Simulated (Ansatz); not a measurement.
# LaAs (model cell, started as CsCl type): a soft mode frozen in

Which phase does LaAs (model cell, started as CsCl type) fall into along its unstable mode, and how much energy does it gain?

Calculated with Ansatz 0.2.0; DFT PBEsol, scalar-relativistic, plane waves, PAW.

The structure was built from a prototype and need not be the compound's stable phase.

### Step 1. Set-up

It takes space group Pm-3m (No. 221, cubic). The conventional cell has a = 3.686 Å, b = 3.686 Å, c = 3.686 Å, α = 90.00°, β = 90.00°, γ = 90.00°. Nearest to La lie 8 As at 3.19 Å. As has 8 La at 3.19 Å nearest. Farther neighbours are not listed.

Structure file:

```cif
data_structure
_symmetry_space_group_name_H-M 'P 1'
_symmetry_Int_Tables_number 1
_cell_length_a 3.6857
_cell_length_b 3.6857
_cell_length_c 3.6857
_cell_angle_alpha 90.000
_cell_angle_beta 90.000
_cell_angle_gamma 90.000
_cell_volume 50.07
loop_
_atom_site_label
_atom_site_type_symbol
_atom_site_fract_x
_atom_site_fract_y
_atom_site_fract_z
_atom_site_occupancy
La1 La 0.00000 0.00000 0.00000 1
As2 As 0.50000 0.50000 0.50000 1
```

### Step 2. Response at finite wavevector

The cell comes from relaxations at this level that are not shown. Stability and thermal properties need the whole zone. Linear response on a 4×4×4 q mesh gives force constants as far as a supercell of that size would.

input.yaml

```yaml
crystal:
  lattice:
    - [3.6857417172, 0.0, 0.0]
    - [0.0, 3.6857417172, 0.0]
    - [0.0, 0.0, 3.6857417172]
  atoms:
    - { symbol: La, position: [0.0, 0.0, 0.0] }
    - { symbol: As, position: [0.5, 0.5, 0.5] }
kpoints:
  mp_grid: { grid: [12, 12, 12] }
hamiltonian:
  xc: pbesol
scf:
  occupations: { method: methfessel_paxton, width: 0.15 }
output:
  eigenvalues: true
phonons:
  method: dfpt
  qmesh: [4, 4, 4]
  temperatures: { t_max: 1000, t_step: 50 }
  qpath:
    path:
      - [[0.0, 0.0, 0.0], [0.0, 0.5, 0.0], [0.5, 0.5, 0.0], [0.0, 0.0, 0.0], [0.5, 0.5, 0.5], [0.0, 0.5, 0.0]]
      - [[0.5, 0.5, 0.5], [0.5, 0.5, 0.0]]
    npoints: 10
```

Run with:

```console
> ansatz run input.yaml --threads 4 --pin off --max-ram 7168MiB --backend cpu --events-out ev --progress --plain --runs-dir out
```

Numbers of over 12 decimals in the logs are rounded to 6 here.

Log:

```text
Engine: ansatz 0.2.0, aarch64-unknown-linux-gnu
Pseudopotentials: kind: paw
Pseudopotential: La, paw, valence charge 11, recommended cutoff 420 eV (normal), La.paw.azcp
Pseudopotential: As, paw, valence charge 15, recommended cutoff 420 eV (normal), As.paw.azcp
Functional definition: PBEsol
  exchange = pbesol_x
  correlation = pbesol_c
Crystal: 2 atoms, lattice volume = 50.070 Å³
Basis set: ecut = 420 eV, 949 PW (Γ), exchange–correlation on 50×50×50 points (8 copies of the dense FFT grid, shifted against one another)
Bands: 17, of which v1, the nominal top of the filled ones, is band 13 counted from 1 (12 counted from 0)
Symmetry: 48 space group operations
k-points: 84 of 1728
Non-local potential: La, projectors of the file, l = 0: 3, l = 1: 2, l = 2: 2, l = 3: 3
Non-local potential: As, projectors of the file, l = 0: 2, l = 1: 2, l = 2: 3, l = 3: 1
PAW form: soft (Blöchl's): semilocal exchange-correlation on the pseudo side does not see the compensation charge
PAW frozen core: La, regenerated for the run's functional, and the local potential with it (the file was generated under x = pbe(κ = 0.804, μ = 0.219515), c = pbe(β = 0.066725))
PAW frozen core: As, regenerated for the run's functional, and the local potential with it (the file was generated under x = pbe(κ = 0.804, μ = 0.219515), c = pbe(β = 0.066725))
PAW one-centre angular grid: La, 590 points (default); XC on 64 Gauss nodes
PAW one-centre angular grid: As, 590 points (default); XC on 64 Gauss nodes
Initial density: superposition of atomic densities (neutral atoms: chi_scale 0, normalization atom), corrected by the library's trained network
Initial wavefunctions: pseudopotential atomic-orbital guess
Functional: x = pbesol(κ = 0.804, μ = 0.123457), c = pbesol(β = 0.046)
SCF iter   1: F=—  HF=-10976.752201 eV  |F-HF|=—  |Δ(HF+E_count)|=         —  Δρ=6.35e-3  dr2=2.94e-2  ethr=1.77e-3  ⟨swp⟩=4.0  Hψ=5591  notcnv=0
preconditioner: auto → Kerker (q_TF=auto, 2.446 Å⁻¹)  [metal: Δε(μ)=0.045 eV  Ē_g=10.908 eV  σ=0.150 eV  W_gap=0.25  n_scr=18 (ndim 8)  ℏωp=19.6 eV  f_vac=0.000  D(μ)=0.83/eV (n_scr^D=6)]
SCF iter   2: F=—  HF=-10976.747046 eV  |F-HF|=—  |Δ(HF+E_count)|=   5.15e-3  S|Δr|=    0.00e0  Δρ=3.67e-3  dr2=9.01e-3  ethr=1.13e-4  ⟨swp⟩=1.0  Hψ=2100  notcnv=0
SCF iter   3: F=—  HF=-10976.745319 eV  |F-HF|=—  |Δ(HF+E_count)|=   1.73e-3  S|Δr|=    0.00e0  Δρ=7.61e-4  dr2=3.37e-4  ethr=3.47e-5  ⟨swp⟩=2.1  Hψ=2837  notcnv=0
SCF iter   4: F=—  HF=-10976.745126 eV  |F-HF|=—  |Δ(HF+E_count)|=   1.93e-4  S|Δr|=    0.00e0  Δρ=4.57e-4  dr2=7.58e-5  ethr=1.30e-6  ⟨swp⟩=2.0  Hψ=2518  notcnv=0
SCF iter   5: F=—  HF=-10976.745145 eV  |F-HF|=—  |Δ(HF+E_count)|=   1.91e-5  S|Δr|=    0.00e0  Δρ=9.17e-5  dr2=3.26e-6  ethr=2.92e-7  ⟨swp⟩=2.1  Hψ=2493  notcnv=0
SCF iter   6: F=—  HF=-10976.745144 eV  |F-HF|=—  |Δ(HF+E_count)|=   8.91e-7  S|Δr|=    0.00e0  Δρ=2.47e-5  dr2=1.79e-7  ethr=1.25e-8  ⟨swp⟩=2.0  Hψ=2482  notcnv=0
SCF iter   7: F=—  HF=-10976.745144 eV  |F-HF|=—  |Δ(HF+E_count)|=   3.69e-7  S|Δr|=    0.00e0  Δρ=2.49e-6  dr2=1.96e-9  ethr=6.88e-10  ⟨swp⟩=2.4  Hψ=2238  notcnv=0
SCF iter   8: F=—  HF=-10976.745144 eV  |F-HF|=—  |Δ(HF+E_count)|=  8.26e-10  S|Δr|=    0.00e0  Δρ=4.35e-7  dr2=8.89e-11  ethr=7.52e-12  ⟨swp⟩=2.0  Hψ=1833  notcnv=0
SCF iter   9: F=—  HF=-10976.745144 eV  |F-HF|=—  |Δ(HF+E_count)|=  7.28e-12  S|Δr|=    0.00e0  Δρ=1.02e-7  dr2=2.62e-12  ethr=1.00e-12  ⟨swp⟩=6.0  Hψ=6714  notcnv=0
SCF iter  10: F=-10976.745144 eV  HF=-10976.745144 eV  |F-HF|=1.82e-12  |Δ(HF+E_count)|=    0.00e0  S|Δr|=    0.00e0  Δρ=2.50e-8  dr2=2.57e-13  ethr=1.00e-12  ⟨swp⟩=5.2  Hψ=5608  notcnv=0
SCF 1 converged in 10 iterations: F = -10976.745144 eV  dr2 = 2.57e-13
  greatest PAW one-centre occupation: 0.999 electrons in one spin orbital (limit 2), on the As atom at site 1 (counted from 0), in its partial waves of l = 2
Initial density: read from a saved state, or passed on in memory by an earlier SCF of this step, an earlier step, the calling program or the single point that the run made first
iter 1 solved again at ethr=3.30e-8 eV; its pass at ethr=3.10e-3 eV (dr2=8.59e-6 eV) is discarded
SCF iter   1: F=—  HF=-10976.745144 eV  |F-HF|=—  |Δ(HF+E_count)|=         —  Δρ=2.49e-7  dr2=2.30e-11  ethr=3.30e-8  ⟨swp⟩=3.1  Hψ=10355  notcnv=0
eigensolver tolerance schedule: the retry pair's looser diagonalisation over-reported the residual by 373656.80 of it (diagonalisation noise at an unbounded share of the residual, at the tolerance the schedule requests for it); recorded, not acted on — ethr = c·dr2/N_el stays at c = 1.0e-1
preconditioner: auto → Kerker (q_TF=auto, 2.446 Å⁻¹)  [metal: Δε(μ)=0.028 eV  Ē_g=10.884 eV  σ=0.150 eV  W_gap=0.16  n_scr=18 (ndim 8)  ℏωp=19.6 eV  f_vac=0.000  D(μ)=1.05/eV (n_scr^D=6)]
SCF iter   2: F=—  HF=-10976.745144 eV  |F-HF|=—  |Δ(HF+E_count)|=   1.90e-8  S|Δr|=    0.00e0  Δρ=1.67e-7  dr2=2.01e-11  ethr=1.00e-12  ⟨swp⟩=3.2  Hψ=3657  notcnv=0
SCF iter   3: F=—  HF=-10976.745144 eV  |F-HF|=—  |Δ(HF+E_count)|=  3.27e-11  S|Δr|=    0.00e0  Δρ=9.75e-8  dr2=5.22e-12  ethr=1.00e-12  ⟨swp⟩=2.2  Hψ=4251  notcnv=0
SCF iter   4: F=-10976.745144 eV  HF=-10976.745144 eV  |F-HF|=3.64e-12  |Δ(HF+E_count)|=  9.09e-12  S|Δr|=    0.00e0  Δρ=5.54e-8  dr2=1.31e-12  ethr=1.00e-12  ⟨swp⟩=3.0  Hψ=3255  notcnv=0
SCF 2 converged in 4 iterations: F = -10976.745144 eV  dr2 = 1.31e-12
phonons: the bands overlap, so this run is a metal and interpolates without the dipole-dipole term. If the crystal is really an insulator or semiconductor, its LO-TO splitting is missing
NSCF: frozen V_eff on 84 k-points
WARN: eigensolver did not converge in 3 slots of this pass, the one above among them; of largest residual over every band (k=44): 1 band(s) unlocked (lowest unlocked band 16, counted from 0; max residual 2.07e-5 eV among the unlocked bands, 2.07e-5 eV over every band); of lowest unlocked band (k=44): band 16
NSCF: frozen V_eff on 196 k-points
DFPT response loops at q = (0, 0, 0) (fractional): preconditioner auto → Kerker (q_TF=auto, 2.446 Å⁻¹) (partly filled bands, converged f_vac=0.000); β = 1.00, the filter's whole step (`scf.mixing.beta` (0.50) is not read by the response loops under this deck's `scf.mixing.preconditioner`; to damp them name `kerker` or `kerker_dos`, under which they read `scf.mixing.beta`, and type it under 1.00, their step now; both keys bind the ground state too); Broyden in place of MSR1
NSCF: frozen V_eff on 1176 k-points
DFPT response loops at q = (0, 0, 0.25) (fractional): mixed as the last ones told, above
NSCF: frozen V_eff on 686 k-points
DFPT response loops at q = (0, 0, -0.5) (fractional): mixed as the last ones told, above
NSCF: frozen V_eff on 2016 k-points
DFPT response loops at q = (0, 0.25, 0.25) (fractional): mixed as the last ones told, above
NSCF: frozen V_eff on 1176 k-points
DFPT response loops at q = (0, 0.25, -0.5) (fractional): mixed as the last ones told, above
NSCF: frozen V_eff on 686 k-points
DFPT response loops at q = (0, -0.5, -0.5) (fractional): mixed as the last ones told, above
NSCF: frozen V_eff on 1872 k-points
DFPT response loops at q = (0.25, 0.25, 0.25) (fractional): mixed as the last ones told, above
NSCF: frozen V_eff on 2016 k-points
DFPT response loops at q = (0.25, 0.25, -0.5) (fractional): mixed as the last ones told, above
NSCF: frozen V_eff on 1176 k-points
DFPT response loops at q = (0.25, -0.5, -0.5) (fractional): mixed as the last ones told, above
NSCF: frozen V_eff on 392 k-points
DFPT response loops at q = (-0.5, -0.5, -0.5) (fractional): mixed as the last ones told, above
SCF converged after 10 iterations
Stability not checked: this state was not tested for a lower state beside it, because cold or Methfessel-Paxton smearing, or corrected tetrahedra, fill the levels in a way that the test cannot read (fill_not_monotonic; see scf.lower_state_search)
Free energy (F): -10976.745144 eV
Harris-Foulkes:  -10976.745144 eV  (|F-HF|=1.82e-12)
Internal energy: -10976.745759 eV  (E = F + TS)
E sigma→0 (E₀):  -10976.745298 eV
Entropy (-TS):   0.000615 eV (0.308 meV/atom)
Fermi energy:    12.564583 eV
--- Per-component energies (eV) ---
  E_band       = -209.801308
  E_kinetic    = 297.164097
  E_local      = -1985.300614  (includes V_loc(G=0)·N_el)
  E_nonlocal   = -569.719621
  E_hartree    = 1055.798150
  E_xc         = -218.145899
  E_vxc        = -228.003235  (∫ρ·V_xc dr)
  E_paw        = -7123.037761  (= ΣΔE_a)
  E_vpaw       = 164.461748  (= ΣTr[D̂ρ^β])
  E_aug_tail   = 0.000007  (compensation charges beyond the density's cutoff)
  E_ewald      = -2434.640055
  E_core_change = 1.135938  (= ΣΔE_core)
  E_smearing   = 0.000615  (= −TS)
  E_closure    = 0.000000  (closes the sum)
  Σ components = -10976.745144   (vs F -10976.745144, Δ=0.00e0)
--- Band table (eV; the first three rows and the last of 84) ---
  k-point 0: bands = [... 9 lower, 1.7949, 11.7315, 11.7315, 12.8529, 12.8529, 12.8529, 14.7764, 14.7764]
  k-point 1: bands = [... 9 lower, 1.8968, 11.5574, 11.7775, 12.7756, 12.7756, 12.8426, 14.7553, 14.7754]
  k-point 2: bands = [... 9 lower, 2.1711, 10.8877, 11.9109, 12.5617, 12.5617, 13.1861, 14.6903, 14.7742]
  k-point 83: bands = [... 9 lower, 3.7399, 8.5808, 8.5808, 8.5808, 14.8044, 14.8044, 14.8044, 15.1147]
--- Phonons (Γ-DFPT): 2 representative perturbations + reference (Σ response iterations 6) ---
  ASR residual: 2.592e-5 → 0.000e0 eV/Å²; symmetrization residual: 1.319e-6 eV/Å²
  ASR residual per site (eV/Å²): 2.59e-5 8.17e-6
  Γ frequencies (cm⁻¹): 0.00 0.00 0.00 87.64 87.64 87.64
--- Phonons (arbitrary-q DFPT): 10 irreducible q on the 4×4×4 mesh ---
  q = [0.0000, 0.0000, 0.0000] (star 1, of the zone-centre solve; hermiticity 1.92e-6, symmetrization 6.17e-11): -0.00 0.00 0.00 87.64 87.64 87.64
  q = [0.0000, 0.0000, 0.2500] (star 6, 4 solved perturbations in 1848 linear systems a pass and spin channel, the states on 588 of 1728 k-point pairs; hermiticity 4.51e-7, symmetrization 3.97e-13): -46.60 -46.60 84.01 97.17 97.17 149.35
  q = [0.0000, 0.0000, -0.5000] (star 3, 4 solved perturbations in 1078 linear systems a pass and spin channel, the states on 343 of 1728 k-point pairs; hermiticity 5.95e-14, symmetrization 6.16e-12): -63.36 -63.36 103.77 103.77 118.95 169.19
  q = [0.0000, 0.2500, 0.2500] (star 12, 4 solved perturbations in 3108 linear systems a pass and spin channel, the states on 1008 of 1728 k-point pairs; hermiticity 3.87e-7, symmetrization 4.08e-13): -64.81 65.86 77.29 94.73 137.37 147.36
  q = [0.0000, 0.2500, -0.5000] (star 12, 6 solved perturbations on 588 of 1728 k-point pairs; hermiticity 8.63e-7, symmetrization 1.22e-13): -67.49 66.49 87.53 102.05 137.80 159.36
  q = [0.0000, -0.5000, -0.5000] (star 3, 4 solved perturbations in 1078 linear systems a pass and spin channel, the states on 343 of 1728 k-point pairs; hermiticity 7.53e-7, symmetrization 1.06e-12): -70.05 62.24 91.58 91.58 157.10 157.10
  q = [0.2500, 0.2500, 0.2500] (star 8, 2 solved perturbations on 936 of 1728 k-point pairs; hermiticity 7.64e-7, symmetrization 6.69e-12): 68.34 68.34 72.91 135.56 135.56 139.17
  q = [0.2500, 0.2500, -0.5000] (star 12, 4 solved perturbations in 3108 linear systems a pass and spin channel, the states on 1008 of 1728 k-point pairs; hermiticity 9.60e-7, symmetrization 8.33e-13): 59.81 68.86 92.99 130.55 131.40 154.31
  q = [0.2500, -0.5000, -0.5000] (star 6, 4 solved perturbations in 1848 linear systems a pass and spin channel, the states on 588 of 1728 k-point pairs; hermiticity 1.05e-6, symmetrization 4.92e-13): 65.55 92.95 92.95 113.72 146.94 146.94
  q = [-0.5000, -0.5000, -0.5000] (star 1, 2 solved perturbations on 196 of 1728 k-point pairs; hermiticity 7.24e-14, symmetrization 1.59e-11): 102.45 102.45 102.45 142.05 142.05 142.05
  sum rule: each row above includes the acoustic sum rule's correction from the zone centre's row sums; it moved no ω² by more than (0.23 cm⁻¹)²
  mesh force constants: q→R imaginary residual 2.43e-18; ASR residual 2.592e-5 → 0.000e0 eV/Å²; symmetrization residual 2.887e-15 eV/Å²
  interpolated dispersion: 62 rows × 6 modes
  density of states and harmonic sums: on the 20×20×20 q-mesh, interpolated from the force constants of a 4×4×4 supercell (no non-analytic term)
  largest difference from the sums on the solved wave vectors: F 1.13e-2 eV, S 2.20e-5 and C_V 1.07e-5 eV/K
  zero-point energy: 0.034329 eV/cell   skipped modes (ω ≤ 0): 253, of them read as no rigid motion or as one in doubt: 250 (8.734e-1 modes/cell left out, lowest -70.81 cm⁻¹)   left out of the sums: 1.46e-1 of the cell's modes: C_V's classical limit lies that fraction below 3 k_B per atom; for a crystal, a wire or a layer, F and S can be off by more, and a phonons.interpolated_qmesh denser along its periods is the remedy for the sampling
```

Elapsed: 7.7 min, on 4 threads of Arm Neoverse V2, shared host; peak memory 2.5 GiB; 30 min of CPU time.

The column dr2 measures how far the density is from self-consistency, as an energy; F and HF (Harris–Foulkes) agree once it is small.

This step gave:

| Property | Result |
| --- | --- |
| volume per atom | 25.03 Å³ |
| gap on the k-mesh | 0 eV |
| sum-rule residual before enforcement | 2.59e-5 eV/Å² |
| lowest frequency on the path | -70.81 cm⁻¹ |
| point group | m-3m |
| highest frequency on the path or at a solved wavevector | 169.2 cm⁻¹ |
| highest optical mode at the zone centre (no LO-TO term) | 87.64 cm⁻¹ |
| lowest optical zone-centre mode | 87.64 cm⁻¹ |
| lowest mode on the q mesh (acoustic modes at Γ apart) | -70.05 cm⁻¹ |

Frequencies (cm⁻¹) solved at each irreducible wavevector; negative means imaginary. Frequencies by wavevector, by row:

```csv
q in reciprocal lattice units,star,mode 1,mode 2,mode 3,mode 4,mode 5,mode 6
0 0 0,1,0,0,0,87.6,87.6,87.6
0 0 0.25,6,-46.6,-46.6,84,97.2,97.2,149.3
0 0 -0.5,3,-63.4,-63.4,103.8,103.8,119,169.2
0 0.25 0.25,12,-64.8,65.9,77.3,94.7,137.4,147.4
0 0.25 -0.5,12,-67.5,66.5,87.5,102,137.8,159.4
0 -0.5 -0.5,3,-70,62.2,91.6,91.6,157.1,157.1
0.25 0.25 0.25,8,68.3,68.3,72.9,135.6,135.6,139.2
0.25 0.25 -0.5,12,59.8,68.9,93,130.6,131.4,154.3
0.25 -0.5 -0.5,6,65.5,93,93,113.7,146.9,146.9
-0.5 -0.5 -0.5,1,102.5,102.5,102.5,142.1,142.1,142.1
```

Interpolated from a 4×4×4 q mesh. Phonon branches along the path, in cm⁻¹:

```csv
point,branch 1,branch 2,branch 3,branch 4,branch 5,branch 6
Γ,0,0,0,88,88,88
halfway,-47,-47,84,97,97,149
X,-63,-63,104,104,119,169
halfway,-68,66,88,102,138,159
M,-70,62,92,92,157,157
halfway,-65,66,77,95,137,147
Γ,0,0,0,88,88,88
halfway,68,68,73,136,136,139
R,102,102,102,142,142,142
halfway,60,69,93,131,131,154
X,-63,-63,104,104,119,169
jump to R,102,102,102,142,142,142
halfway,66,93,93,114,147,147
M,-70,62,92,92,157,157
```

The phonon branches as a text plot (rows in cm⁻¹):

```
    164 |     ******                                  ****
    154 |   **      *********                      ***        ***
    144 |           *      ****          **********       ****
    134 |          *         *         *****     ****      *
    124 |  *      *           **     ***             ***    *
    114 |      ***             *    ***               ****   *
    104 | *  *******            *   *        ****      ****
     94 |* ***    **************** *       ***   ******    ******
     84 |** *       **   **      **      ***      **        * *
     74 |           **   * ***          *          *           *
     64 |             ***    **         *           *        *  *
     54 |  *                  *        *
     44 |          *           *                     *
     34 | *                     *    **
     24 |*                       *  *
     14 |                        * *
      4 |                         *
     -6 |*
    -16 | *       *              *                    *
    -26 |  *                    *                     *       *
    -36 |
    -46 |   *                  *                       *
    -56 |    **  *            *                         *      *
    -66 |      ***************                           *      *
         Γ      X      M          Γ            R        X|R     M
```

Symmetry leaves 10 wavevectors to solve. The lowest mode among them, the acoustic zeros apart, lies at q = (0, -0.5, -0.5) and is imaginary, 70.0i cm⁻¹, so the energy falls along it.

### Step 3. The mode frozen in, largest atomic shift 0 Å

The mode followed lies at q = (0, -0.5, -0.5) with frequency 70.0i cm⁻¹, the softest among the wavevectors solved. At small amplitude the distorted cell has space group no. 129 by a symmetry search on the positions. The undistorted cell that holds it gives the zero of energy on the same k mesh.

System of this step: LaAs (model cell, started as CsCl type). Symmetry: Pm-3m, No. 221, cubic system. The conventional cell has a = 3.686 Å, b = 3.686 Å, c = 3.686 Å, α = 90.00°, β = 90.00°, γ = 90.00°. La has 8 As at 3.19 Å nearest. As has 8 La at 3.19 Å nearest. Farther neighbours are not listed.

input.yaml

```yaml
crystal:
  lattice:
    - [-3.6857417172, 0.0, 0.0]
    - [0.0, -3.6857417172, -3.6857417172]
    - [0.0, -3.6857417172, 3.6857417172]
  atoms:
    - { symbol: La, position: [1.0, 1.0, 0.0] }
    - { symbol: La, position: [1.0, 0.5, 0.5] }
    - { symbol: As, position: [0.5, 0.0, 0.5] }
    - { symbol: As, position: [0.5, 0.5, 0.0] }
kpoints:
  mp_grid: { grid: [10, 8, 8] }
hamiltonian:
  xc: pbesol
scf:
  occupations: { method: methfessel_paxton, width: 0.15 }
output:
  forces: true
  stress: true
  eigenvalues: true
```

Log:

```text
[...]
Crystal: 4 atoms, lattice volume = 100.139 Å³
Basis set: ecut = 420 eV, 1941 PW (Γ), exchange–correlation on 50×72×72 points (8 copies of the dense FFT grid, shifted against one another)
Bands: 32, of which v1, the nominal top of the filled ones, is band 26 counted from 1 (25 counted from 0)
Symmetry: 32 space group operations
[...]
k-points: 90 of 640
[...]
k-point 0: bands = [... 22 lower, 11.7323, 11.7324, 12.5547, 12.8493, 12.8493, 12.8507, 13.0135, 14.7158, ... 2 higher]
  k-point 1: bands = [... 22 lower, 11.6501, 11.6964, 12.5691, 12.7678, 12.8043, 12.8608, 13.0144, 14.6822, ... 2 higher]
  k-point 2: bands = [... 22 lower, 11.1968, 11.4807, 12.4761, 12.5752, 12.5769, 13.1986, 13.4014, 14.5801, ... 2 higher]
  k-point 89: bands = [... 22 lower, 10.7217, 10.7217, 12.5559, 12.5559, 13.0122, 13.0122, 14.7157, 14.7157, ... 2 higher]
[key lines of the parts left out:]
SCF converged after 7 iterations
Free energy (F): -21953.493009 eV
Fermi energy:    12.588249 eV
P = ⅓ Tr σ = -0.0276 GPa (-0.276 kbar)
```

Wall time 4.8 s (4 threads); peak memory 0.55 GiB.

This step gave:

- pressure: -0.02763 GPa
- energy from the undistorted cell: 0 meV/atom

The run ends at a pressure of -0.03 GPa.

(Part 1 of 2 ends here.)

[Logs are printed without paths, hosts, clocks, repeated set-up lines and the standing remarks that a program may print on its own settings, such as how far it seeks lower states.]

[Hosts, paths, dates, database ids (printed as entryN), source tags and the programs' standing remarks are cut or masked in the printed files.]
